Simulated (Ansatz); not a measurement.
# SbMo2N, from a guessed structure to a relaxed one

Starting from a made-up structure for SbMo2N, the aim is the relaxed cell, its shortest contacts and, where a second run follows, its electronic structure.

Main program and level: Ansatz 0.2.0; DFT, PBE, plane-wave PAW, files of the set soft_1, scalar-relativistic, no spin, cell and ions relaxed at zero pressure; PAW set soft_1, in the first sound run; inputs show where later runs differ.

## Step 1: Set-up

It takes space group P6_3/mmc (No. 194, hexagonal). Conventional cell: a = 3.481 Å, b = 3.481 Å, c = 12.097 Å, α = 90.00°, β = 90.00°, γ = 120.00°. Nearest to Sb lie 6 Mo at 2.70 Å. Mo has 3 N at 2.35 Å nearest. Nearest to N lie 6 Mo at 2.35 Å. Farther neighbours and most contacts between anions are not listed.

## Step 2: Relaxation of the guess

The guess takes its coordinates from another compound and its volume from a rule, so the cell and any free coordinates are relaxed together.

input.yaml reads:

```yaml
crystal:
  lattice:
    - [3.481, 0.0, 0.0]
    - [-1.7405, 3.014634431, 0.0]
    - [0.0, 0.0, 12.097]
  atoms:
    - { symbol: Sb, position: [0.666666667, 0.333333333, 0.25] }
    - { symbol: Sb, position: [0.333333333, 0.666666667, 0.75] }
    - { symbol: Mo, position: [0.333333333, 0.666666667, 0.1007] }
    - { symbol: Mo, position: [0.666666667, 0.333333333, 0.6007] }
    - { symbol: Mo, position: [0.333333333, 0.666666667, 0.3993] }
    - { symbol: Mo, position: [0.666666667, 0.333333333, 0.8993] }
    - { symbol: "N", position: [0.0, 0.0, 0.5] }
    - { symbol: "N", position: [0.0, 0.0, 0.0] }
kpoints:
  mp_grid: { grid: [9, 9, 3] }
scf:
  occupations: { method: fermi_dirac, width: 0.05 }
hamiltonian:
  xc: pbe
  pseudopotentials: { kind: paw, azcp: { folder: soft_1 } }
relax:
  f_tol: 0.015
  max_steps: 70
  cell: {}
output:
  forces: true
  stress: true
```

Started as:

```bash
> ansatz run input.yaml --threads 4 --pin off --max-ram 10240MiB --backend cpu --events-out ev --progress --plain --runs-dir out
```

Numbers of over 12 decimals in the logs are rounded to 6 here.

Output:

```text
Engine: ansatz 0.2.0, x86_64-unknown-linux-gnu
Pseudopotentials: kind: paw
Pseudopotential: Sb, paw, valence charge 15, recommended cutoff 420 eV (normal), soft_1/Sb.paw.azcp
Pseudopotential: Mo, paw, valence charge 14, recommended cutoff 420 eV (normal), soft_1/Mo.paw.azcp
Pseudopotential: N, paw, valence charge 5, recommended cutoff 420 eV (normal), soft_1/N.paw.azcp
Functional definition: PBE
  parameter kappa = 0.804
  parameter beta = 0.066725
  exchange = pbe_x(kappa = kappa, mu = beta*pi^2/3)
  correlation = pbe_c(beta = beta)
Crystal: 8 atoms, lattice volume = 126.945 Å³
Basis set: ecut = 420 eV, 2495 PW (Γ), exchange–correlation on 48×48×162 points (8 copies of the dense FFT grid, shifted against one another)
Bands: 58, of which v1, the nominal top of the filled ones, is band 48 counted from 1 (47 counted from 0)
Symmetry: 24 space group operations
Space group: P63/mmc (ITA 194), of the structure as read, at distance tolerance 5.0e-5 Å
k-points: 24 of 243
Non-local potential: Sb, projectors of the file, l = 0: 2, l = 1: 2, l = 2: 2, l = 3: 1
Non-local potential: Mo, projectors of the file, l = 0: 3, l = 1: 2, l = 2: 2, l = 3: 1
Non-local potential: N, projectors of the file, l = 0: 2, l = 1: 2, l = 2: 1
PAW form: soft (Blöchl's): semilocal exchange-correlation on the pseudo side does not see the compensation charge
PAW one-centre angular grid: Sb, 590 points (default); XC on 64 Gauss nodes
PAW one-centre angular grid: Mo, 590 points (default); XC on 64 Gauss nodes
PAW one-centre angular grid: N, 110 points (default); XC on 64 Gauss nodes
Initial density: superposition of atomic densities (chi_scale 0.1, normalization cell, long waves kept (reshape's long-wave potential 0.28 eV rms))
Initial wavefunctions: pseudopotential atomic-orbital guess
Functional: x = pbe(κ = 0.804, μ = 0.219515), c = pbe(β = 0.066725)
SCF iter   1: F=—  HF=-33562.258764 eV  |F-HF|=—  |Δ(HF+E_count)|=         —  Δρ=9.40e-2  dr2=2.65e1  ethr=3.10e-3  ⟨swp⟩=6.0  Hψ=5111  notcnv=0
preconditioner: auto → Kerker (q_TF=auto, 2.604 Å⁻¹)  [metal: Δε(μ)=0.001 eV  Ē_g=6.953 eV  σ=0.050 eV  W_gap=0.00  n_scr=52 (ndim 8)  ℏωp=21.9 eV  f_vac=0.000  D(μ)=9.63/eV (n_scr^D=98)]
SCF iter   2: F=—  HF=-33558.334936 eV  |F-HF|=—  |Δ(HF+E_count)|=    3.92e0  Δρ=4.72e-2  dr2=7.82e0  ethr=3.10e-3  ⟨swp⟩=3.2  Hψ=2640  notcnv=0
SCF iter   3: F=—  HF=-33556.916836 eV  |F-HF|=—  |Δ(HF+E_count)|=    1.42e0  Δρ=1.03e-2  dr2=3.30e-1  ethr=3.10e-3  ⟨swp⟩=3.1  Hψ=2265  notcnv=0
SCF iter   4: F=—  HF=-33556.864495 eV  |F-HF|=—  |Δ(HF+E_count)|=   5.23e-2  Δρ=3.88e-3  dr2=4.17e-2  ethr=3.44e-4  ⟨swp⟩=2.3  Hψ=2148  notcnv=0
SCF iter   5: F=—  HF=-33556.856367 eV  |F-HF|=—  |Δ(HF+E_count)|=   8.13e-3  Δρ=1.00e-3  dr2=2.93e-3  ethr=4.34e-5  ⟨swp⟩=2.4  Hψ=2150  notcnv=0
SCF iter   6: F=—  HF=-33556.855928 eV  |F-HF|=—  |Δ(HF+E_count)|=   4.39e-4  Δρ=5.21e-4  dr2=5.10e-4  ethr=3.05e-6  ⟨swp⟩=2.0  Hψ=1905  notcnv=0
SCF iter   7: F=—  HF=-33556.855860 eV  |F-HF|=—  |Δ(HF+E_count)|=   6.84e-5  Δρ=1.29e-4  dr2=3.16e-5  ethr=5.32e-7  ⟨swp⟩=2.0  Hψ=1816  notcnv=0
SCF iter   8: F=—  HF=-33556.855854 eV  |F-HF|=—  |Δ(HF+E_count)|=   5.25e-6  Δρ=3.07e-5  dr2=1.92e-6  ethr=3.29e-8  ⟨swp⟩=2.0  Hψ=1889  notcnv=0
SCF iter   9: F=-33556.855854 eV  HF=-33556.855854 eV  |F-HF|=7.86e-10  |Δ(HF+E_count)|=   2.25e-7  Δρ=6.37e-6  dr2=6.06e-8  ethr=1.04e-10  ⟨swp⟩=3.0  Hψ=5557  notcnv=0
SCF 1 converged in 9 iterations: F = -33556.855854 eV  dr2 = 6.06e-8
  greatest PAW one-centre occupation: 0.999 electrons in one spin orbital (limit 2), on the Mo atom at site 5 (counted from 0), in its partial waves of l = 0
relax step   1: F+E_penalty+E_count = -33556.85585418 eV  Δ(F+E_penalty+E_count) = +0.000e0 eV  max|allowed force component| = 3.799e0 eV/Å  Δτ_max = 0.0000 Å  P = -9.394 GPa  Ω = 126.945 Å³  (9 SCF iters, dr2 threshold 1.00e-7 eV, accepted)
Crystal: 8 atoms, lattice volume = 121.950 Å³
Basis set: ecut = 420 eV, 2393 PW (Γ), exchange–correlation on 48×48×162 points (8 copies of the dense FFT grid, shifted against one another)
Initial density: handed on by an earlier stage of this run
Initial wavefunctions: those handed on with the density
iter 1 solved again at ethr=1.50e-3 eV; its pass at ethr=3.10e-3 eV (dr2=1.44e0 eV) is discarded
SCF iter   1: F=—  HF=-33560.553928 eV  |F-HF|=—  |Δ(HF+E_count)|=         —  Δρ=2.58e-2  dr2=1.45e0  ethr=1.50e-3  ⟨swp⟩=1.0  Hψ=7460  notcnv=0
preconditioner: auto → Kerker (q_TF=auto, 2.622 Å⁻¹)  [metal: Δε(μ)=0.004 eV  Ē_g=6.900 eV  σ=0.050 eV  W_gap=0.02  n_scr=40 (ndim 8)  ℏωp=22.3 eV  f_vac=0.000  D(μ)=4.25/eV (n_scr^D=38)]
SCF iter   2: F=—  HF=-33560.420040 eV  |F-HF|=—  |Δ(HF+E_count)|=   1.34e-1  Δρ=1.37e-2  dr2=5.35e-1  ethr=1.50e-3  ⟨swp⟩=2.2  Hψ=1624  notcnv=0
SCF iter   3: F=—  HF=-33560.343082 eV  |F-HF|=—  |Δ(HF+E_count)|=   7.70e-2  Δρ=2.56e-3  dr2=3.69e-2  ethr=5.57e-4  ⟨swp⟩=2.5  Hψ=1924  notcnv=0  defer=1
SCF iter   4: F=—  HF=-33560.336725 eV  |F-HF|=—  |Δ(HF+E_count)|=   6.36e-3  Δρ=8.34e-4  dr2=9.26e-4  ethr=3.84e-5  ⟨swp⟩=2.1  Hψ=1835  notcnv=0  defer=2
SCF iter   5: F=—  HF=-33560.336715 eV  |F-HF|=—  |Δ(HF+E_count)|=   9.38e-6  Δρ=1.69e-4  dr2=3.96e-5  ethr=9.64e-7  ⟨swp⟩=2.0  Hψ=1840  notcnv=0  defer=2
SCF iter   6: F=—  HF=-33560.336706 eV  |F-HF|=—  |Δ(HF+E_count)|=   9.03e-6  Δρ=5.32e-5  dr2=4.12e-6  ethr=4.13e-8  ⟨swp⟩=2.4  Hψ=2103  notcnv=0  defer=2
SCF iter   7: F=-33560.336705 eV  HF=-33560.336706 eV  |F-HF|=1.91e-7  |Δ(HF+E_count)|=   6.05e-7  Δρ=1.46e-5  dr2=3.49e-7  ethr=8.33e-10  ⟨swp⟩=5.0  Hψ=4743  notcnv=0
SCF 2 converged in 7 iterations: F = -33560.336705 eV  dr2 = 3.49e-7
relax step   2: F+E_penalty+E_count = -33560.33670544 eV  Δ(F+E_penalty+E_count) = -3.481e0 eV  max|allowed force component| = 3.065e0 eV/Å  Δτ_max = 0.1925 Å  P = -5.780 GPa  Ω = 121.950 Å³  energy of the carried Pulay correction = +3.183e-3 eV  (7 SCF iters, dr2 threshold 8.00e-7 eV, accepted)
Crystal: 8 atoms, lattice volume = 119.169 Å³
Basis set: ecut = 420 eV, 2321 PW (Γ), exchange–correlation on 48×48×162 points (8 copies of the dense FFT grid, shifted against one another)
iter 1 solved again at ethr=1.14e-3 eV; its pass at ethr=3.10e-3 eV (dr2=1.10e0 eV) is discarded
SCF iter   1: F=—  HF=-33560.600637 eV  |F-HF|=—  |Δ(HF+E_count)|=         —  Δρ=2.70e-2  dr2=1.10e0  ethr=1.14e-3  ⟨swp⟩=1.1  Hψ=7290  notcnv=0
preconditioner: auto → Kerker (q_TF=auto, 2.632 Å⁻¹)  [metal: Δε(μ)=0.053 eV  Ē_g=7.497 eV  σ=0.050 eV  W_gap=0.25  n_scr=40 (ndim 8)  ℏωp=22.6 eV  f_vac=0.000  D(μ)=2.87/eV (n_scr^D=8)]
[...]
SCF iter   7: F=-33560.457559 eV  HF=-33560.457559 eV  |F-HF|=2.46e-8  |Δ(HF+E_count)|=   5.60e-8  Δρ=7.72e-6  dr2=8.10e-8  ethr=8.33e-10  ⟨swp⟩=4.0  Hψ=4326  notcnv=0
SCF 3 converged in 7 iterations: F = -33560.457559 eV  dr2 = 8.10e-8
relax step   3: F+E_penalty+E_count = -33560.45755917 eV  Δ(F+E_penalty+E_count) = -1.209e-1 eV  max|allowed force component| = 3.215e0 eV/Å  Δτ_max = 0.1950 Å  P = +10.294 GPa  Ω = 119.169 Å³  energy of the carried Pulay correction = +5.011e-3 eV  (7 SCF iters, dr2 threshold 8.00e-7 eV, accepted)
[...]
relax step   4: F+E_penalty+E_count = -33561.05639228 eV  Δ(F+E_penalty+E_count) = -5.988e-1 eV  max|allowed force component| = 1.784e-1 eV/Å  Δτ_max = 0.0814 Å  P = -6.039 GPa  Ω = 124.558 Å³  energy of the carried Pulay correction = +1.505e-3 eV  (6 SCF iters, dr2 threshold 8.00e-7 eV, accepted)
[...]
relax step   5: F+E_penalty+E_count = -33561.09953444 eV  Δ(F+E_penalty+E_count) = -4.314e-2 eV  max|allowed force component| = 4.868e-1 eV/Å  Δτ_max = 0.0297 Å  P = +2.707 GPa  Ω = 118.177 Å³  energy of the carried Pulay correction = +5.673e-3 eV  (6 SCF iters, dr2 threshold 8.00e-7 eV, accepted)
[...]
relax step   6: F+E_penalty+E_count = -33561.13785638 eV  Δ(F+E_penalty+E_count) = -3.832e-2 eV  max|allowed force component| = 4.622e-2 eV/Å  Δτ_max = 0.0231 Å  P = +0.119 GPa  Ω = 120.421 Å³  energy of the carried Pulay correction = +4.183e-3 eV  (6 SCF iters, dr2 threshold 8.00e-7 eV, accepted)
[...]
relax step   7: F+E_penalty+E_count = -33561.13819638 eV  Δ(F+E_penalty+E_count) = -3.400e-4 eV  max|allowed force component| = 1.102e-3 eV/Å  Δτ_max = 0.0014 Å  P = -0.010 GPa  Ω = 120.433 Å³  energy of the carried Pulay correction = +4.175e-3 eV  (6 SCF iters, dr2 threshold 3.43e-7 eV, accepted)
[...]
relax step   8: F+E_penalty+E_count = -33561.13603615 eV  Δ(F+E_penalty+E_count) = +2.160e-3 eV  max|allowed force component| = 1.107e-3 eV/Å  Δτ_max = 0.0000 Å  P = -0.028 GPa  Ω = 120.433 Å³  stress off target by 5.20e-2 GPa  SCF on the basis re-selected at this cell (its energy is not comparable with the rows above)  (6 SCF iters)
[...]
relax step   9: F+E_penalty+E_count = -33561.13605838 eV  Δ(F+E_penalty+E_count) = -2.223e-5 eV  max|allowed force component| = 1.574e-4 eV/Å  Δτ_max = 0.0000 Å  P = -0.001 GPa  Ω = 120.416 Å³  energy of the carried Pulay correction = +1.226e-5 eV  (6 SCF iters, dr2 threshold 6.75e-9 eV, accepted)
iter 1 solved again at ethr=4.57e-8 eV; its pass at ethr=3.10e-3 eV (dr2=4.39e-5 eV) is discarded
SCF iter   1: F=—  HF=-33561.136033 eV  |F-HF|=—  |Δ(HF+E_count)|=         —  Δρ=1.32e-6  dr2=3.52e-10  ethr=4.57e-8  ⟨swp⟩=4.0  Hψ=9025  notcnv=0
eigensolver tolerance schedule: the retry pair's looser diagonalisation over-reported the residual by 124692.73 of it (diagonalisation noise at an unbounded share of the residual, at the tolerance the schedule requests for it); recorded, not acted on — ethr = c·dr2/N_el stays at c = 1.0e-1
SCF iter   2: F=—  HF=-33561.136039 eV  |F-HF|=—  |Δ(HF+E_count)|=   6.13e-6  Δρ=6.09e-7  dr2=6.84e-11  ethr=1.00e-12  ⟨swp⟩=3.1  Hψ=3226  notcnv=0
iter 3 did not close the SCF: its close was put off for the readings that it lacked (scf_convergence_deferred on its scf_iter line)
SCF iter   3: F=-33561.136039 eV  HF=-33561.136039 eV  |F-HF|=3.64e-11  |Δ(HF+E_count)|=  1.16e-10  Δρ=2.85e-7  dr2=1.62e-11  ethr=1.00e-12  ⟨swp⟩=1.0  Hψ=1392  notcnv=0
iter 4 did not close the SCF: its close was put off for the readings that it lacked (scf_convergence_deferred on its scf_iter line)
SCF iter   4: F=-33561.136039 eV  HF=-33561.136039 eV  |F-HF|=7.28e-12  |Δ(HF+E_count)|=  4.37e-11  Δρ=3.42e-8  dr2=8.97e-13  ethr=1.00e-12  ⟨swp⟩=1.0  Hψ=1392  notcnv=0
iter 5 did not close the SCF: its close was put off for the readings that it lacked (scf_convergence_deferred on its scf_iter line)
SCF iter   5: F=-33561.136039 eV  HF=-33561.136039 eV  |F-HF|=0.00e0  |Δ(HF+E_count)|=    0.00e0  Δρ=1.33e-8  dr2=1.85e-13  ethr=1.00e-12  ⟨swp⟩=1.0  Hψ=1392  notcnv=0
iter 6 did not close the SCF: its close was put off for the readings that it lacked (scf_convergence_deferred on its scf_iter line)
SCF iter   6: F=-33561.136039 eV  HF=-33561.136039 eV  |F-HF|=1.46e-11  |Δ(HF+E_count)|=  7.28e-12  Δρ=8.23e-9  dr2=7.64e-14  ethr=1.00e-12  ⟨swp⟩=1.0  Hψ=1392  notcnv=0
SCF iter   7: F=-33561.136039 eV  HF=-33561.136039 eV  |F-HF|=0.00e0  |Δ(HF+E_count)|=    0.00e0  Δρ=3.66e-9  dr2=1.14e-14  ethr=1.00e-12  ⟨swp⟩=2.0  Hψ=3030  notcnv=0
SCF 10 converged in 7 iterations: F = -33561.136039 eV  dr2 = 1.14e-14
relax step  10: F+E_penalty+E_count = -33561.13603887 eV  Δ(F+E_penalty+E_count) = +1.951e-5 eV  max|allowed force component| = 1.575e-4 eV/Å  Δτ_max = 0.0000 Å  P = -0.001 GPa  Ω = 120.416 Å³  stress off target by 2.19e-3 GPa  SCF on the basis re-selected at this cell (its energy is not comparable with the rows above)  (7 SCF iters)
basis re-selected at this cell: Δ(F+E_penalty+E_count) = +1.951e-5 eV, ΔP = -0.000 GPa vs the last step (what re-selecting the basis moved, of the pressure what is left beyond the Pulay correction that the steps carried, after the strain that the cell walked since its last selection, with what the two solves' SCF thresholds leave and, on support functions, any second-order correction that the steps lacked; it is no m [...]
SCF converged after 7 iterations
Free energy (F): -33561.136039 eV
Harris-Foulkes:  -33561.136039 eV  (|F-HF|=0.00e0)
Internal energy: -33561.107847 eV  (E = F + TS)
E sigma→0 (E₀):  -33561.121943 eV
Entropy (-TS):   -0.028192 eV (-3.524 meV/atom)
Fermi energy:    18.226209 eV
--- Per-component energies (eV) ---
  E_band       = -435.524801
  E_kinetic    = 2278.952207
  E_local      = -6469.080023  (includes V_loc(G=0)·N_el)
  E_nonlocal   = 1453.836674
  E_hartree    = 2457.199653
  E_xc         = -1020.456597
  E_vxc        = -1210.572374  (∫ρ·V_xc dr)
  E_paw        = -22197.484285  (= ΣΔE_a)
  E_vpaw       = -1403.062748  (= ΣTr[D̂ρ^β])
  E_aug_tail   = 0.002163  (compensation charges beyond the density's cutoff)
  E_ewald      = -10064.077638
  E_smearing   = -0.028192  (= −TS)
  E_closure    = 0.000000  (closes the sum)
  Σ components = -33561.136039   (vs F -33561.136039, Δ=0.00e0)
--- Forces (eV/Å), atoms counted from 1 ---
  atom   1  Sb     0.00000000    -0.00000000     0.00000000
  atom   2  Sb     0.00000000     0.00000000    -0.00000000
  atom   3  Mo     0.00000000     0.00000000    -0.00015747
  atom   4  Mo     0.00000000    -0.00000000    -0.00015747
  atom   5  Mo     0.00000000     0.00000000     0.00015747
  atom   6  Mo    -0.00000000    -0.00000000     0.00015747
  atom   7  N      0.00000000    -0.00000000     0.00000000
  atom   8  N     -0.00000000    -0.00000000     0.00000000
  max |Σ_I F_I| component: 7.40e-17 eV/Å
--- Stress (GPa, compression-positive) ---
       -0.002187      -0.000000      -0.000000
       -0.000000      -0.002187      -0.000000
       -0.000000       0.000000       0.000292
  P = ⅓ Tr σ = -0.0014 GPa (-0.014 kbar)
--- Relaxed structure (8 steps of the walk, 8 accepted, 2 SCFs on fresh bases) ---
  F+E_penalty+E_count = -33561.13603887 eV   max|allowed force component| = 1.575e-4 eV/Å   (the final SCF, on the basis selected at the relaxed cell)
  cell:  # Å, volume = 120.4159 Å³
    - [3.335601, 0, 5.606980335091051e-19]
    - [-1.667800, 2.888715, -2.8034901675455285e-19]
    - [1.948510230071813e-18, 0, 12.496981]
  atoms:
    - { symbol: Sb, position: [0.666667, 0.333333, 0.250000] }
    - { symbol: Sb, position: [0.333333, 0.666667, 0.750000] }
    - { symbol: Mo, position: [0.333333, 0.666667, 0.076050] }
    - { symbol: Mo, position: [0.666667, 0.333333, 0.576050] }
    - { symbol: Mo, position: [0.333333, 0.666667, 0.423950] }
    - { symbol: Mo, position: [0.666667, 0.333333, 0.923950] }
    - { symbol: N, position: [0, 0, 0.500000] }
    - { symbol: N, position: [0, 0, 0] }
```

Elapsed: 24 s, on 4 threads of Intel Xeon Platinum 8375C at 2.90GHz (Ice Lake), shared host; peak memory 0.65 GiB; 82 s of CPU time.

Relaxation path:

| step | energy less that of the first step (eV) | largest force component (eV/Å) | pressure (GPa) | volume (Å³) |
| --- | --- | --- | --- | --- |
| 1 | 0.0000 | 3.7993 | -9.39 | 126.95 |
| 2 | -3.4809 | 3.0654 | -5.78 | 121.95 |
| 3 | -3.6017 | 3.2155 | 10.29 | 119.17 |
| 4 | -4.2005 | 0.1784 | -6.04 | 124.56 |
| 5 | -4.2437 | 0.4868 | 2.71 | 118.18 |
| 6 | -4.2820 | 0.0462 | 0.12 | 120.42 |
| 7 | -4.2823 | 0.0011 | -0.01 | 120.43 |
| 8* | -4.2802 | 0.0011 | -0.03 | 120.43 |
| 9 | -4.2802 | 0.0002 | 0.00 | 120.42 |
| 10* | -4.2802 | 0.0002 | 0.00 | 120.42 |

Relaxation steps marked * repeat the geometry before them on a plane-wave basis chosen anew for their cell, so energy and pressure can jump there.

The run keeps the 24 symmetry operations that it works with, so distortions that break them were not tested.

| conventional cell, symmetrised | before | after | change |
| --- | --- | --- | --- |
| a (Å) | 3.481 | 3.336 | -4.2 % |
| b (Å) | 3.481 | 3.336 | -4.2 % |
| c (Å) | 12.097 | 12.497 | +3.3 % |
| volume (Å³/atom) | 15.87 | 15.05 | -5.1 % |

The atoms that moved most (Å, as changes of fractional coordinates times the final cell):

| atom | dx | dy | dz | length |
| --- | --- | --- | --- | --- |
| Mo5 | 0.000 | 0.000 | 0.308 | 0.308 |
| Mo3 | 0.000 | 0.000 | -0.308 | 0.308 |
| Mo4 | 0.000 | 0.000 | -0.308 | 0.308 |
| Mo6 | 0.000 | 0.000 | 0.308 | 0.308 |

This step gave:

```yaml
free_energy: -33561.1360 eV
energy_at_zero_smearing: -33561.1219 eV
smearing_term_ts: 0.02819 eV
fermi_energy: 18.23 eV
electrons: 96
symmetry_operations: 24
pressure: -0.001361 GPa
```

The shortest distance of each pair, which need not be the same contact before and after:

| pair | guess (Å) | relaxed (Å) |
| --- | --- | --- |
| Mo–N | 2.350 | 2.148 |
| Mo–Mo | 3.158 | 2.706 |
| Mo–Sb | 2.702 | 2.904 |
| Sb–Sb | 3.481 | 3.336 |
| N–N | 3.481 | 3.336 |

The relaxation ends with a largest force component of 1.6e-4 eV/Å and a pressure of 0.00 GPa.

(Part 1 of 2 ends here.)

[Logs are printed without paths, hosts, clocks, repeated set-up lines and the standing remarks that a program may print on its own settings, such as how far it seeks lower states.]

[Hosts, paths, dates, database ids (printed as entryN), source tags and the programs' standing remarks are cut or masked in the printed files.]
